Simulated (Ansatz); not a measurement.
In doubt: masses and optical values from hybrid runs of this build are listed as unsure, which bears on the screening that GW takes from such a start.

Rows from a G0W0 calculation on InGaSbAs (zincblende [001] superlattice) (Ansatz 0.2.0; G0W0 on HSE06, plane waves, PAW; 4×4×2 mesh, 595 empty bands, screening to 84 eV), in eV. Spin-orbit coupling is left out.

```
row      Σx     Σc     Vxc     Z
  A  -11.28  -3.10  -14.51  0.77
  B  -15.35   0.61  -14.72  0.76
  C   -7.05  -3.48  -10.42  0.77
  D   -7.37  -3.52  -10.81  0.76
  E  -15.44   0.93  -14.46  0.76
  F  -15.68   0.98  -14.65  0.76
```

Question: Which rows are filled states and which are empty ones, and how can one tell?

Filled: B, E and F. Empty: A, C and D. The sign of Σc tells: for a filled state bare exchange, which holds its interaction with itself, lies below Vxc (Σx − Vxc is -0.6 eV or lower here) and screening gives part back as a positive Σc. For an empty state Σx lies above Vxc (+3.2 eV or more) and the Coulomb hole leaves Σc negative.

[Paths, hosts, dates, memory and timing lines, banners, echoed tables and standing remarks are left out of the program output.]

[Logs are printed without paths, hosts, clocks, repeated set-up lines and the standing remarks that a program may print on its own settings, such as how far it seeks lower states.]

[Runs of the session that timed out or met a known fault of the program may be left out.]

[Cells called generated may have been cut or substituted from an entry of the Crystallography Open Database or the Materials Project.]

[Hosts, paths, dates, database ids (printed as entryN), source tags and the programs' standing remarks are cut or masked in the printed files.]
